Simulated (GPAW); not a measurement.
# Y2NOS MXene monolayer in an electric field, part 2 of 2

How does Y2NOS MXene monolayer screen a perpendicular field?

GPAW 26.7.0; GPAW, PAW setups; layer in a repeated cell with vacuum, relaxation of atoms and in-plane cell (the session's first sound run).

So far, dipole along the normal (e·Å): step 2 (relaxing the atoms) 0.0969; step 3 (the slab's potential) 0.0696; step 4 (In a field) -0.00906; step 5 (field on) 0.0304.

### 8. In a field

Level of this step: GPAW, PAW setups; slab in vacuum (GPAW).

Contents of run.py:

```python
import json
import numpy as np
from ase import Atoms
from gpaw import GPAW, PW
from gpaw.external import ConstantElectricField

slab = Atoms(
    ['S', 'Y', 'N', 'Y', 'O'],
    positions=[
        [0.00000, 2.01518, 9.00000],
        [1.74519, 1.00759, 10.98418],
        [0.00000, 0.00000, 12.13010],
        [0.00000, 2.01518, 13.86663],
        [1.74519, 1.00759, 14.60400]],
    cell=[[3.49039, 0.0, 0.0], [-1.74519, 3.02277, 0.0], [0.0, 0.0, 23.604]],
    pbc=[True, True, False])

slab.calc = GPAW(mode=PW(500), xc='PBE', kpts={'size': (9, 9, 1), 'gamma': True},
                 occupations={'name': 'fermi-dirac', 'width': 0.05}, nbands='160%',
                 convergence={'density': 1e-05}, maxiter=200,
                 poissonsolver={'dipolelayer': 'xy'},
                 external=ConstantElectricField(0.1, [0, 0, 1]),
                 symmetry={'tolerance': 1e-3}, txt='slab.txt')
result = {}
energy = slab.get_potential_energy()
fermi = slab.calc.get_fermi_level()
v = slab.calc.get_electrostatic_potential().mean((0, 1)) - fermi
n = slab.calc.get_pseudo_density().mean((0, 1))
L = slab.cell[2, 2]
z = np.arange(len(v)) * L / len(v)
low, high = slab.positions[:, 2].min(), slab.positions[:, 2].max()
below, above = np.interp([low - 6.8, high + 6.8], z, v)
slopes = [np.interp(x, z, np.gradient(v, z)) for x in (low - 6.8, high + 6.8)]
eps = np.array([[slab.calc.get_eigenvalues(k, s) for k in range(len(slab.calc.get_ibz_k_points()))]
                for s in range(slab.calc.get_number_of_spins())]) - fermi
top, bottom = eps[eps < 0].max(), eps[eps > 0].min()
dipole = slab.get_dipole_moment()[2]
print(f'energy {energy:.4f} eV, Fermi level {fermi:.4f} eV, dipole {dipole:.5f} e A')
print(f'potential 6.8 A off the faces, from the Fermi level: lower {below:.4f} eV, upper {above:.4f} eV')
print(f'slope of the potential there: lower {slopes[0]:.5f}, upper {slopes[1]:.5f} eV/A')
print(f'nearest levels on the mesh: {top:.4f} and {bottom:.4f} eV')
print('magnetic moment', round(slab.get_magnetic_moment(), 3))
result.update(energy=energy, fermi=fermi, dipole=dipole, below=below, above=above, slopes=slopes, edges=[top, bottom],
              z=z.tolist(), v=v.tolist(), n=n.tolist(), positions=slab.positions.tolist(),
              forces=slab.get_forces(apply_constraint=False).tolist(), moments=slab.get_magnetic_moments().tolist())
json.dump(result, open('result.json', 'w'))
```

The run is started by

```bash
$ OMP_NUM_THREADS=1 OPENBLAS_NUM_THREADS=1 python run.py
```

The program printed:

```text
energy -35.6974 eV, Fermi level -2.4229 eV, dipole 0.10940 e A
potential 6.8 A off the faces, from the Fermi level: lower 7.6115 eV, upper 5.7356 eV
slope of the potential there: lower -0.00051, upper 0.00028 eV/A
nearest levels on the mesh: -0.0508 and 0.1016 eV
magnetic moment 0.0
```

It took 3.1 min on 1 thread of Arm Neoverse V1, shared host; peak memory 0.46 GiB.

The dipole is now 0.109 e Å, against 0.070 in the run without a field.

### 9. Field on

Changes to run.py since step 8:

```diff
@@ -21,3 +21,3 @@
                  poissonsolver={'dipolelayer': 'xy'},
-                 external=ConstantElectricField(0.1, [0, 0, 1]),
+                 external=ConstantElectricField(0.2, [0, 0, 1]),
                  symmetry={'tolerance': 1e-3}, txt='slab.txt')
```

The program printed:

```text
energy -35.7103 eV, Fermi level -2.4550 eV, dipole 0.14894 e A
potential 6.8 A off the faces, from the Fermi level: lower 7.9887 eV, upper 5.4348 eV
slope of the potential there: lower -0.00051, upper 0.00028 eV/A
nearest levels on the mesh: -0.0513 and 0.1019 eV
magnetic moment 0.0
```

Elapsed: 3.1 min, on 1 thread; peak memory 0.46 GiB.

The electrostatic potential energy of an electron (without an applied field's), less the Fermi level, planar mean oscillates, so the rows of the table below give means over windows of 1 Å about each position, cut where the curve ends. Its maxima inside the range that stand out by 2 % of the span (Å: eV): 0.6: 7.99, 9.8: 0.288, 11.8: -5.75, 12.7: 0.194. Its minima: 9.0: -12.8, 11.0: -17.0, 12.1: -8.34, 13.9: -17.6.

The electrostatic potential energy of an electron (without an applied field's), less the Fermi level, planar mean by z; means over each step:

```
z (Å)  electrostatic potential energy of an electron (without an applied field's), less the Fermi level, planar mean (eV)
    0                                                                                                                7.51
    1                                                                                                                7.99
    2                                                                                                                7.99
    3                                                                                                                7.99
    4                                                                                                                7.99
    5                                                                                                                7.99
    6                                                                                                                7.98
    7                                                                                                                7.86
    8                                                                                                                5.23
    9                                                                                                               -7.94
   10                                                                                                               -2.03
   11                                                                                                               -13.6
   12                                                                                                               -6.18
   13                                                                                                               -3.08
   14                                                                                                               -15.2
   15                                                                                                               -2.71
   16                                                                                                                5.08
   17                                                                                                                5.42
   18                                                                                                                5.43
   19                                                                                                                5.43
   20                                                                                                                5.43
   21                                                                                                                5.43
   22                                                                                                                5.43
   23                                                                                                                5.57
```

The dipole is now 0.149 e Å, against 0.070 in the run without a field.

### 10. Field on

Changes to run.py since step 9:

```diff
@@ -21,3 +21,3 @@
                  poissonsolver={'dipolelayer': 'xy'},
-                 external=ConstantElectricField(0.2, [0, 0, 1]),
+                 external=ConstantElectricField(0.3, [0, 0, 1]),
                  symmetry={'tolerance': 1e-3}, txt='slab.txt')
```

The program printed:

```text
energy -35.7271 eV, Fermi level -2.4872 eV, dipole 0.18852 e A
potential 6.8 A off the faces, from the Fermi level: lower 8.3668 eV, upper 5.1342 eV
slope of the potential there: lower -0.00051, upper 0.00028 eV/A
nearest levels on the mesh: -0.0519 and 0.1021 eV
magnetic moment 0.0
```

Elapsed: 3.1 min, on 1 thread; peak memory 0.46 GiB.

The dipole is now 0.189 e Å, against 0.070 in the run without a field.

### 11. The series

The members are put on one axis.

This step: induced dipole against applied field (GPAW 26.7.0).

Dipole along the normal against field:

```
field (V/Å)  dipole along the normal (e·Å)
     -0.200                       -0.00906
     -0.100                         0.0304
     -0.050                         0.0501
      0.000                         0.0696
      0.050                         0.0896
      0.100                          0.109
      0.200                          0.149
      0.300                          0.189
```

### 12. A changed run

One more run, with changed settings.

This step: GPAW, PAW setups; slab in vacuum (GPAW 26.7.0).

Changes to run.py since step 10:

```diff
@@ -4,3 +4,2 @@
 from gpaw import GPAW, PW
-from gpaw.external import ConstantElectricField
 
@@ -17,7 +16,6 @@
 
-slab.calc = GPAW(mode=PW(500), xc='PBE', kpts={'size': (9, 9, 1), 'gamma': True},
+slab.calc = GPAW(mode=PW(140), xc='PBE', kpts={'size': (9, 9, 1), 'gamma': True},
                  occupations={'name': 'fermi-dirac', 'width': 0.05}, nbands='160%',
-                 convergence={'density': 1e-05}, maxiter=200,
+                 convergence={'density': 1e-05}, maxiter=50,
                  poissonsolver={'dipolelayer': 'xy'},
-                 external=ConstantElectricField(0.3, [0, 0, 1]),
                  symmetry={'tolerance': 1e-3}, txt='slab.txt')
```

The program printed:

```text
energy 25.4647 eV, Fermi level -2.0411 eV, dipole 0.07955 e A
potential 6.8 A off the faces, from the Fermi level: lower 7.4808 eV, upper 5.7284 eV
slope of the potential there: lower -0.02490, upper -0.00046 eV/A
nearest levels on the mesh: -0.0532 and 0.0985 eV
magnetic moment 0.0
```

Wall time 18 s (1 thread); peak memory 0.15 GiB.

The run finished. A setting was moved off its sound value on purpose, so it serves as a test and not as the result.

The fault put into the input: a cutoff far too low (ecut = 140).

The two runs compared:

```
                     quantity  this run  sound run  difference
dipole along the normal (e·Å)  0.079549   0.069627     0.00992
```

The two runs differ clearly in the dipole along the normal: 0.0795 e·Å against 0.0696 e·Å.

### 13. Summary of results

| Quantity | Value |
| --- | --- |
| work function, upper and lower face | 6.037 and 7.235 eV |
| dipole along the normal | 0.0696 e Å |
| induced dipole per field | 0.395 e Å per V/Å |
| out-of-plane polarisability per area, α/(ε0 A) | 6.78 Å |

In words: The field induces 0.395 e Å per V/Å, a polarisable thickness α/(ε0 A) of 6.78 Å beside 5.60 Å between the outermost nuclei. A perfect conductor would give the distance between its two image planes; a dielectric of thickness t gives t(1 - 1/ε). The two faces differ by 1.2 eV, the step that the slab's dipole makes (e p/(ε0 A) gives 1.2 eV), so the dipole layer is needed. The induced dipole is linear in the field over this range. The relaxation of atoms and cell ran in a fully periodic cell without the dipole layer, so the atoms of this polar layer felt a small spurious field. The cell holds an odd number of electrons, so without spin polarisation it must come out metallic and without a moment, whatever its true state. The layer's cell and atoms come from the relaxation; spin-orbit coupling and temperature are left out.

[Logs are printed without paths, hosts, clocks, repeated set-up lines and the standing remarks that a program may print on its own settings, such as how far it seeks lower states.]

[Hosts, paths, dates, database ids (printed as entryN), source tags and the programs' standing remarks are cut or masked in the printed files.]
